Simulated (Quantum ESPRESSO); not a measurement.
# Pd (Palladium): electron-phonon coupling, part 2 of 3

Wanted: the coupling constant λ of Pd (Palladium) at ambient pressure.

Quantum ESPRESSO 7.5; DFT LDA, scalar-relativistic, plane waves, PseudoDojo norm-conserving pseudopotentials.

So far. Step 2 (A probe with smearing): No gap opens on this mesh, so smearing is kept; the start stands at -8.1 GPa. Step 4 (Self-consistent run for the response): The cell stands at 0.013 GPa, close enough for phonons. The relaxed cell has a = 3.837 Å (conventional setting).

## Step 7: Phonons on a q mesh

Linear response treats each wavevector in the unit cell, with no supercell; the 4×4×4 mesh fixes the range of the force constants to be had. The change of the potential is kept for the electron-phonon matrix elements.

ph.in

```
phonons
&inputph
   prefix = 'x'
   outdir = './tmp'
   fildyn = 'x.dyn'
   tr2_ph = 1.0d-18
   alpha_mix(1) = 0.4
   nmix_ph = 8
   ldisp = .true.
   nq1 = 4
   nq2 = 4
   nq3 = 4
   electron_phonon = 'interpolated'
   fildvscf = 'dvscf'
   el_ph_sigma = 0.005
   el_ph_nsigma = 10
/
```

Started as:

```bash
$ OMP_NUM_THREADS=1 mpirun -n 4 ph.x -nk 4 -in ph.in > ph.out
```

Numbers of over 12 decimals in the logs are rounded to 6 here.

Output:

```text
[banners, grids, parts of the stress and lines that vanish by symmetry left out]
[banner, memory and clock lines left out]
Program PHONON v.7.5

     ./tmp/x.save/

     IMPORTANT: XC functional enforced from input :
     Exchange-correlation= PW
                           (   1   4   0   0   0   0   0)
     Any further DFT definition will be discarded
     Please, verify this is what you really want

     G-vector sticks info

     Reading collected, re-writing distributed wavefunctions in ./tmp/

     Dynamical matrices for ( 4, 4, 4)  uniform grid of q-points
     (   8 q-points):
       N         xq(1)         xq(2)         xq(3)
       1   0.000000000   0.000000000   0.000000000
       2   0.176776695   0.176776695  -0.176776695
[...]
Number and degeneracy of irreps per q-point
       N         xq(1)         xq(2)         xq(3)   N irreps
       1   0.000000000   0.000000000   0.000000000       1
        3
       2   0.176776695   0.176776695  -0.176776695       2
        1   2
[...]
1   2
[...]
1   2
[...]
No degeneracy
[...]
No degeneracy
       7  -0.707106781   0.000000000   0.000000000       2
        1   2
       8  -0.707106781   0.353553391   0.000000000       2
        1   2

     Saving dvscf to file. Distribute only q points, not irreducible representations.

     Calculation of q =    0.0000000   0.0000000   0.0000000

     phonons

     bravais-lattice index     =            0
     lattice parameter (alat)  =       5.1271  a.u.
     unit-cell volume          =      95.2994 (a.u.)^3
     number of atoms/cell      =            1
     number of atomic types    =            1
     kinetic-energy cut-off    =      82.0000  Ry
     charge density cut-off    =     328.0000  Ry
     convergence threshold     =      1.0E-18
     beta                      =       0.4000
     number of iterations used =            8
     Exchange-correlation= PW
                           (   1   4   0   0   0   0   0)

     celldm(1)=    5.12706  celldm(2)=    0.00000  celldm(3)=    0.00000
     celldm(4)=    0.00000  celldm(5)=    0.00000  celldm(6)=    0.00000

     crystal axes: (cart. coord. in units of alat)
               a(1) = (  0.0000  0.7071  0.7071 )
               a(2) = (  0.7071  0.0000  0.7071 )
               a(3) = (  0.7071  0.7071  0.0000 )

     reciprocal axes: (cart. coord. in units 2 pi/alat)
               b(1) = ( -0.7071  0.7071  0.7071 )
               b(2) = (  0.7071 -0.7071  0.7071 )
               b(3) = (  0.7071  0.7071 -0.7071 )

     Atoms inside the unit cell:

     Cartesian axes

     site n.  atom      mass           positions (alat units)
        1  Pd    106.4200   tau(    1) = (    0.00000    0.00000    0.00000  )

     Computing dynamical matrix for
                    q = (   0.0000000   0.0000000   0.0000000 )

     49 Sym.Ops. (with q -> -q+G )

     G cutoff =  218.3992  (   9577 G-vectors)     FFT grid: ( 30, 30, 30)

     number of k points=   145  Marzari-Vanderbilt smearing, width (Ry)=  0.0200

     PseudoPot. # 1 for Pd read from file:
     ./pseudo/Pd.upf
     Pseudo is Norm-conserving + core correction, Zval = 18.0

     Mode symmetry, O_h (m-3m)  point group:

     Atomic displacements:
     There are    1 irreducible representations

     Representation     1      3 modes -  To be done

     Alpha used in Ewald sum =   2.8000

     Representation #   1 modes #   1   2   3

     Self-consistent Calculation
      iter #   1   av.it.:   8.2
      thresh= 1.000E-02 alpha_mix =  0.400 |ddv_scf|^2 =  1.767E-05
      iter #   2   av.it.:  10.7
      thresh= 4.203E-04 alpha_mix =  0.400 |ddv_scf|^2 =  1.967E-06
[...]
End of self-consistent calculation

     Convergence has been achieved

     Number of q in the star =    1
     List of q in the star:
[...]
Diagonalizing the dynamical matrix

     q = (    0.000000000   0.000000000   0.000000000 )

 **************************************************************************
     freq (    1) =      -0.020215 [THz] =      -0.674292 [cm-1]
     freq (    2) =      -0.020215 [THz] =      -0.674292 [cm-1]
     freq (    3) =      -0.020215 [THz] =      -0.674292 [cm-1]
 **************************************************************************

     Mode symmetry, O_h (m-3m)  point group:

     freq (   1-   3) =         -0.7  [cm-1]   --> T_1u G_15  G_4- I
     Electron-phonon interaction  ...

     [... narrower broadenings left out ...]
     Gaussian Broadening:   0.020 Ry, ngauss=   0
     DOS = 12.642313 states/spin/Ry/Unit Cell at Ef= 20.687287 eV
     lambda(    1)=  0.0000   gamma=    0.05 GHz
     lambda(    2)=  0.0000   gamma=    0.05 GHz
     lambda(    3)=  0.0000   gamma=    0.05 GHz
     [... wider broadenings left out ...]

     Number of q in the star =    1
     List of q in the star:
[...]
Calculation of q =    0.1767767   0.1767767  -0.1767767
     [... set-up and bands at k+q left out ...]

     Mode symmetry, C_3v (3m)   point group:

     Atomic displacements:
     There are    2 irreducible representations

     Representation     1      1 modes -  To be done

[...]
Message from routine init_vloc:
     Interpolation table for Vloc re-allocated

     Alpha used in Ewald sum =   2.8000

     Representation #   1 mode #   1

     Self-consistent Calculation

[...]
[... iterations left out ...]
[...]
End of self-consistent calculation

     Convergence has been achieved

     Representation #   2 modes #   2   3

[...]
[... iterations left out ...]
[...]
Convergence has been achieved

[...]
Diagonalizing the dynamical matrix

     q = (    0.176776695   0.176776695  -0.176776695 )

[...]
freq (    1) =       2.193851 [THz] =      73.178982 [cm-1]
     freq (    2) =       2.193851 [THz] =      73.178982 [cm-1]
     freq (    3) =       5.230347 [THz] =     174.465608 [cm-1]
[...]
Mode symmetry, C_3v (3m)   point group:

     freq (   1-   2) =         73.2  [cm-1]   --> E    L_3
     freq (   3-   3) =        174.5  [cm-1]   --> A_1  L_1
     Electron-phonon interaction  ...

     [... narrower broadenings left out ...]
     Gaussian Broadening:   0.020 Ry, ngauss=   0
     DOS = 12.642313 states/spin/Ry/Unit Cell at Ef= 20.687287 eV
     lambda(    1)=  0.1591   gamma=    9.24 GHz
     lambda(    2)=  0.1594   gamma=    9.26 GHz
     lambda(    3)=  0.0477   gamma=   15.76 GHz
     [... wider broadenings left out ...]

[...]
[... set-up and bands at k+q left out ...]

     Mode symmetry, D_3d (-3m)  point group:

[...]
Representation #   1 mode #   1

[...]
Convergence has been achieved

     Representation #   2 modes #   2   3

[...]
Convergence has been achieved

[...]
q = (   -0.353553391  -0.353553391   0.353553391 )

[...]
freq (    1) =       3.529328 [THz] =     117.725706 [cm-1]
     freq (    2) =       3.529328 [THz] =     117.725706 [cm-1]
     freq (    3) =       7.415730 [THz] =     247.362111 [cm-1]
[...]
Mode symmetry, D_3d (-3m)  point group:

     freq (   1-   2) =        117.7  [cm-1]   --> E_u  L_3'
     freq (   3-   3) =        247.4  [cm-1]   --> A_2u L_2'
[...]
lambda(    1)=  0.0779   gamma=   11.71 GHz
     lambda(    2)=  0.0784   gamma=   11.79 GHz
     lambda(    3)=  0.0225   gamma=   14.95 GHz
[...]
Mode symmetry, C_4v (4mm)  point group:

[...]
Convergence has been achieved

     Representation #   2 modes #   2   3

[...]
Convergence has been achieved

[...]
q = (    0.353553391   0.000000000   0.000000000 )

[...]
freq (    1) =       3.321305 [THz] =     110.786819 [cm-1]
     freq (    2) =       3.321305 [THz] =     110.786819 [cm-1]
     freq (    3) =       5.132128 [THz] =     171.189379 [cm-1]
[...]
Mode symmetry, C_4v (4mm)  point group:

     freq (   1-   2) =        110.8  [cm-1]   --> E    G_5 D_5
     freq (   3-   3) =        171.2  [cm-1]   --> A_1  G_1 D_1
[...]
lambda(    1)=  0.0771   gamma=   10.27 GHz
     lambda(    2)=  0.0773   gamma=   10.30 GHz
     lambda(    3)=  0.0891   gamma=   28.33 GHz
[...]
Mode symmetry, C_s (m)     point group:

[...]
Convergence has been achieved

[...]
Convergence has been achieved

[...]
Convergence has been achieved

[...]
q = (   -0.176776695  -0.530330086   0.530330086 )

[...]
freq (    1) =       4.219527 [THz] =     140.748271 [cm-1]
     freq (    2) =       4.690315 [THz] =     156.452057 [cm-1]
     freq (    3) =       6.776028 [THz] =     226.023958 [cm-1]
[...]
Mode symmetry, C_s (m)     point group:

     freq (   1-   1) =        140.7  [cm-1]   --> A''
     freq (   2-   2) =        156.5  [cm-1]   --> A'
     freq (   3-   3) =        226.0  [cm-1]   --> A'
[...]
lambda(    1)=  0.0836   gamma=   17.97 GHz
     lambda(    2)=  0.1276   gamma=   33.88 GHz
     lambda(    3)=  0.0316   gamma=   17.52 GHz
[...]
Mode symmetry, C_2v (mm2)  point group:

[...]
Convergence has been achieved

[...]
Convergence has been achieved

[...]
Convergence has been achieved

[...]
q = (    0.000000000  -0.353553391   0.353553391 )

[...]
freq (    1) =       3.077208 [THz] =     102.644608 [cm-1]
     freq (    2) =       4.738198 [THz] =     158.049287 [cm-1]
     freq (    3) =       6.345757 [THz] =     211.671679 [cm-1]
[...]
Mode symmetry, C_2v (mm2)  point group:

     freq (   1-   1) =        102.6  [cm-1]   --> B_1  D_3  S_3
     freq (   2-   2) =        158.0  [cm-1]   --> B_2  D_4  S_4
     freq (   3-   3) =        211.7  [cm-1]   --> A_1  D_1  S_1
[...]
lambda(    1)=  0.2037   gamma=   23.28 GHz
     lambda(    2)=  0.0850   gamma=   23.03 GHz
     lambda(    3)=  0.0425   gamma=   20.68 GHz
[...]
Calculation of q =   -0.7071068   0.0000000   0.0000000
     [... set-up and bands at k+q left out ...]

     Mode symmetry, D_4h(4/mmm) point group:

     Atomic displacements:
     There are    2 irreducible representations

[...]
Alpha used in Ewald sum =   2.8000

     Representation #   1 mode #   1

[...]
Convergence has been achieved

     Representation #   2 modes #   2   3

[...]
Convergence has been achieved

[...]
Diagonalizing the dynamical matrix

     q = (   -0.707106781   0.000000000   0.000000000 )

[...]
freq (    1) =       4.961665 [THz] =     165.503339 [cm-1]
     freq (    2) =       4.961665 [THz] =     165.503339 [cm-1]
     freq (    3) =       7.164017 [THz] =     238.965876 [cm-1]
[...]
Mode symmetry, D_4h(4/mmm) point group:

     freq (   1-   2) =        165.5  [cm-1]   --> E_u  X_5' M_5'
     freq (   3-   3) =        239.0  [cm-1]   --> A_2u X_4' M_4'
     Electron-phonon interaction  ...

     [... narrower broadenings left out ...]
     Gaussian Broadening:   0.020 Ry, ngauss=   0
     DOS = 12.642313 states/spin/Ry/Unit Cell at Ef= 20.687287 eV
     lambda(    1)=  0.0875   gamma=   26.00 GHz
     lambda(    2)=  0.0874   gamma=   25.99 GHz
     lambda(    3)=  0.0458   gamma=   28.39 GHz
     [... wider broadenings left out ...]

[...]
Calculation of q =   -0.7071068   0.3535534   0.0000000
     [... set-up and bands at k+q left out ...]

     Mode symmetry, D_2d (-42m) point group:

     Atomic displacements:
     There are    2 irreducible representations

     Representation     1      1 modes -  To be done

     Representation     2      2 modes -  To be done

     Alpha used in Ewald sum =   2.8000

     Representation #   1 mode #   1

     Self-consistent Calculation

[...]
[... iterations left out ...]
[...]
End of self-consistent calculation

     Convergence has been achieved

     Representation #   2 modes #   2   3

     Self-consistent Calculation

      iter #   1   av.it.:   9.1
      thresh= 1.000E-02 alpha_mix =  0.400 |ddv_scf|^2 =  2.584E-04

      [... iterations left out ...]
      iter #  11   av.it.:  12.6
      thresh= 1.375E-10 alpha_mix =  0.400 |ddv_scf|^2 =  2.699E-21

     End of self-consistent calculation

     Convergence has been achieved

     Number of q in the star =    6
     List of q in the star:
[...]
Diagonalizing the dynamical matrix

     q = (   -0.707106781   0.353553391   0.000000000 )

 **************************************************************************
     freq (    1) =       4.567305 [THz] =     152.348899 [cm-1]
     freq (    2) =       6.002024 [THz] =     200.205977 [cm-1]
     freq (    3) =       6.002024 [THz] =     200.205977 [cm-1]
 **************************************************************************

     Mode symmetry, D_2d (-42m) point group:

     freq (   1-   1) =        152.3  [cm-1]   --> B_2  X_3  W_2
     freq (   2-   3) =        200.2  [cm-1]   --> E    X_5  W_3
     Electron-phonon interaction  ...

     [... narrower broadenings left out ...]
     Gaussian Broadening:   0.020 Ry, ngauss=   0
     DOS = 12.642313 states/spin/Ry/Unit Cell at Ef= 20.687287 eV
     lambda(    1)=  0.1440   gamma=   36.27 GHz
     lambda(    2)=  0.0530   gamma=   23.05 GHz
     lambda(    3)=  0.0530   gamma=   23.05 GHz
     [... wider broadenings left out ...]

     Number of q in the star =    6
     List of q in the star:
[...]
5   0.353553391   0.000000000  -0.707106781
          6  -0.353553391   0.000000000   0.707106781


[key lines of the parts left out:]
the Fermi energy is    20.7017 ev
```

It took 54 min on 4 MPI ranks of Arm Neoverse V2, shared host.

Numbers from this step:

- largest acoustic frequency at the zone centre before the sum rule: -0.67 cm⁻¹
- lowest mode on the q mesh (acoustic ones at the zone centre apart): 73.18 cm⁻¹

Frequencies (cm⁻¹) at each irreducible wavevector; negative means imaginary. Frequencies by wavevector:

| q (fractions) | star | mode 1 | mode 2 | mode 3 |
| --- | --- | --- | --- | --- |
| 0 0 0 | 1 | -0.67 | -0.67 | -0.67 |
| 0 0 0.25 | 8 | 73.18 | 73.18 | 174.5 |
| 0 0 -0.5 | 4 | 117.7 | 117.7 | 247.4 |
| 0 0.25 0.25 | 6 | 110.8 | 110.8 | 171.2 |
| 0 0.25 -0.5 | 24 | 140.8 | 156.4 | 226 |
| 0 0.25 -0.25 | 12 | 102.6 | 158.1 | 211.7 |
| 0 -0.5 -0.5 | 3 | 165.5 | 165.5 | 239 |
| 0.25 -0.5 -0.25 | 6 | 152.3 | 200.2 | 200.2 |

Couplings of single modes at a Gaussian broadening of 0.02 Ry, as ph.x prints them; it sets λ to zero for modes under 20 cm⁻¹. Mode couplings:

| q (fractions) | mode | frequency (cm⁻¹) | λ | linewidth γ (GHz) |
| --- | --- | --- | --- | --- |
| 0 0 0.25 | 1 | 73.18 | 0.1591 | 9.24 |
| 0 0 0.25 | 2 | 73.18 | 0.1594 | 9.26 |
| 0 0 0.25 | 3 | 174.5 | 0.0477 | 15.76 |
| 0 0 -0.5 | 1 | 117.7 | 0.0779 | 11.71 |
| 0 0 -0.5 | 2 | 117.7 | 0.0784 | 11.79 |
| 0 0 -0.5 | 3 | 247.4 | 0.0225 | 14.95 |
| 0 0.25 0.25 | 1 | 110.8 | 0.0771 | 10.27 |
| 0 0.25 0.25 | 2 | 110.8 | 0.0773 | 10.3 |
| 0 0.25 0.25 | 3 | 171.2 | 0.0891 | 28.33 |
| 0 0.25 -0.5 | 1 | 140.8 | 0.0836 | 17.97 |
| 0 0.25 -0.5 | 2 | 156.4 | 0.1276 | 33.88 |
| 0 0.25 -0.5 | 3 | 226 | 0.0316 | 17.52 |
| 0 0.25 -0.25 | 1 | 102.6 | 0.2037 | 23.28 |
| 0 0.25 -0.25 | 2 | 158.1 | 0.085 | 23.03 |
| 0 0.25 -0.25 | 3 | 211.7 | 0.0425 | 20.68 |
| 0 -0.5 -0.5 | 1 | 165.5 | 0.0875 | 26 |
| 0 -0.5 -0.5 | 2 | 165.5 | 0.0874 | 25.99 |
| 0 -0.5 -0.5 | 3 | 239 | 0.0458 | 28.39 |
| 0.25 -0.5 -0.25 | 1 | 152.3 | 0.144 | 36.27 |
| 0.25 -0.5 -0.25 | 2 | 200.2 | 0.053 | 23.05 |
| 0.25 -0.5 -0.25 | 3 | 200.2 | 0.053 | 23.05 |

The acoustic modes at Γ come out as far as 0.7 cm⁻¹ from zero, where they should vanish, a small numerical error.

## Step 8: Force constants in real space

The dynamical matrices of the mesh are Fourier-transformed to force constants in real space.

q2r.in

```
&input
   fildyn = 'x.dyn'
   zasr = 'crystal'
   flfrc = 'x.fc'
   la2F = .true.
/
```

Started as:

```bash
$ q2r.x < q2r.in > q2r.out
```

Output:

```text
[banners, grids, parts of the stress and lines that vanish by symmetry left out]
[banner, memory and clock lines left out]
Program Q2R v.7.5

  reading grid info from file x.dyn0

  reading force constants from file x.dyn1
  Dielectric Tensor not found
  nqs=            1
 q=   0.00000000  0.00000000  0.00000000
  reading force constants from file x.dyn2
  nqs=            8
 q=   0.17677670  0.17677670 -0.17677670
[...]
reading force constants from file x.dyn7
  nqs=            3
[...]
reading force constants from file x.dyn8
  nqs=            6
[...]
q=   0.35355339 -0.00000000 -0.70710678
 q=  -0.35355339 -0.00000000  0.70710678

      q-space grid ok, #points =   64

      fft-check success (sum of imaginary terms < 10^-12)

   Preparing gamma for a2F

 Broadening =      0.005
      q-space grid ok, #points =   64

      fft-check success (sum of imaginary terms < 10^-12)

 Broadening =      0.010
[...]
Broadening =      0.045
      q-space grid ok, #points =   64

      fft-check success (sum of imaginary terms < 10^-12)

 Broadening =      0.050
      q-space grid ok, #points =   64

      fft-check success (sum of imaginary terms < 10^-12)
```

The job ended after 0.48 s (1 thread).

## Step 9: Dispersion

From the force constants any wavevector is cheap; points of the mesh come back as solved, but for the sum rule and, in polar crystals, the LO-TO term at Γ; the rest is interpolation.

matdyn.in

```
&input
   asr = 'crystal'
   flfrc = 'x.fc'
   flfrq = 'x.freq'
   flvec = 'x.modes'
   q_in_band_form = .true.
   q_in_cryst_coord = .true.
/
8
  0.0000000   0.0000000   0.0000000  12  ! GAMMA
  0.5000000   0.0000000   0.5000000  12  ! X
  0.6250000   0.2500000   0.6250000   1  ! U
  0.3750000   0.3750000   0.7500000  12  ! K
  0.0000000   0.0000000   0.0000000  12  ! GAMMA
  0.5000000   0.5000000   0.5000000  12  ! L
  0.5000000   0.2500000   0.7500000  12  ! W
  0.5000000   0.0000000   0.5000000   1  ! X
```

Started as:

```bash
$ matdyn.x -in matdyn.in > matdyn.out
```

Output:

```text
[banner, memory and clock lines left out]
Program MATDYN v.7.5

 mass for atomic type   1 not given; uses mass from file x.fc
 Norm of the difference between old and new effective charges:    0.000000

 Norm of the difference between old and new force-constants:   7.92413e-07

     Message from routine matdyn:
     Z* not found in file x.fc, TO-LO splitting at q=0 will be absent!
     Message from routine matdyn:
     Z* not found in file x.fc, TO-LO splitting at q=0 will be absent!

Note: The following floating-point exceptions are signalling: IEEE_UNDERFLOW_FLAG
```

Elapsed: 0.47 s, on 1 thread.

Numbers from this step:

| Quantity | Value |
| --- | --- |
| lowest frequency on the path | 0 cm⁻¹ |
| mean frequency | 157.3 cm⁻¹ |
| Debye temperature (second moment) | 306 K |
| logarithmic mean frequency | 148 cm⁻¹ |

Matdyn.x, sum rule crystal. Phonon branches along the path, in cm⁻¹:

| point | branch 1 | branch 2 | branch 3 |
| --- | --- | --- | --- |
| Γ | 0 | 0 | 0 |
| halfway | 111 | 111 | 171 |
| X | 166 | 166 | 239 |
| halfway | 161 | 171 | 233 |
| U | 149 | 188 | 216 |
| jump to K | 149 | 188 | 216 |
| halfway | 73 | 121 | 190 |
| Γ | 0 | 0 | 0 |
| halfway | 73 | 73 | 174 |
| L | 118 | 118 | 247 |
| halfway | 131 | 161 | 228 |
| W | 152 | 200 | 200 |
| halfway | 159 | 175 | 228 |
| X | 166 | 166 | 239 |

The phonon branches as a text plot (rows in cm⁻¹):

```
    242 |            **                         *****           *
    232 |          **  **                      *     **       **
    222 |         *      *                             *     *
    211 |        *          ***               *         *   *
    201 |                 **   *             *           ***
    191 |       *           *   *                       ** **
    180 |               **                             *     *
    170 |      *     ***     *   *          *                 ***
    160 |          ** ***     *                       *      ***
    149 |     *   *      *                 *         *   ****
    139 |        *        **   *  *                    **
    129 |       *           *                      ****
    119 |    *               *  *         *      ****
    108 |      *                   *           **
     98 |   * *               *  *       *    *
     88 |                      *             *
     77 |    *                  * * *       *
     67 |  *                            *
     57 |   *                    * *       *
     46 |                         *       *
     36 | **                       ****  *
     26 |                               *
     15 | *                         ***
      5 |*                           ***
         Γ           X  U|K            Γ         L        W     X
```

Lowest modes at the softest wavevector of the mesh; phase exp(i q.(R + tau)). Modes at q = (0.250, 0.250, 0.250):

| mode | frequency (cm⁻¹) |
| --- | --- |
| 1 | 73.2 |
| 2 | 73.2 |
| 3 | 174.5 |

Displacements in mode 2 (73.2 cm⁻¹), the largest set to 1, in the home cell:
```
Pd1 -0.30 -0.70  1.00
```

Displacements in mode 3 (174.5 cm⁻¹), the largest set to 1, in the home cell:
```
Pd1 1.00 1.00 1.00
```

Force constants by pair (phonopy on the run's constants); pairs near half the supercell's span include their periodic images. Pair force constants, by row:

| atom | neighbour | distance (Å) | third of the trace (eV/Å²) | along the pair's line (eV/Å²) |
| --- | --- | --- | --- | --- |
| Pd1 | itself | 0 | 10.63 | – |
| Pd1 | Pd | 2.713 | -0.872 | -2.995 |
| Pd1 | Pd | 3.837 | -0.0546 | -0.145 |
| Pd1 | Pd | 4.699 | -0.0262 | -0.1095 |
| Pd1 | Pd | 5.426 | 0.1132 | 0.2834 |
| Pd1 | Pd | 6.067 | 0.0122 | 0.0163 |
| Pd1 | Pd | 6.646 | 0.001 | 0.001 |

Harmonic mean-square displacement, third of the trace. Mean-square displacements:

| T (K) | Pd1 U_eq (Å²) |
| --- | --- |
| 0 | 0.00117 |
| 100 | 0.00194 |
| 300 | 0.0049 |
| 600 | 0.00961 |

Mode patterns, pair constants, displacements and means over the zone were worked out by phonopy from the force constants of q2r.x.

All branches are real along the path.

(Part 2 of 3 ends here.)

[Host names and launcher messages were left out of these logs when they were recorded.]

[Logs are printed without paths, hosts, clocks, repeated set-up lines and the standing remarks that a program may print on its own settings, such as how far it seeks lower states.]

[Hosts, paths, dates, database ids (printed as entryN), source tags and the programs' standing remarks are cut or masked in the printed files.]
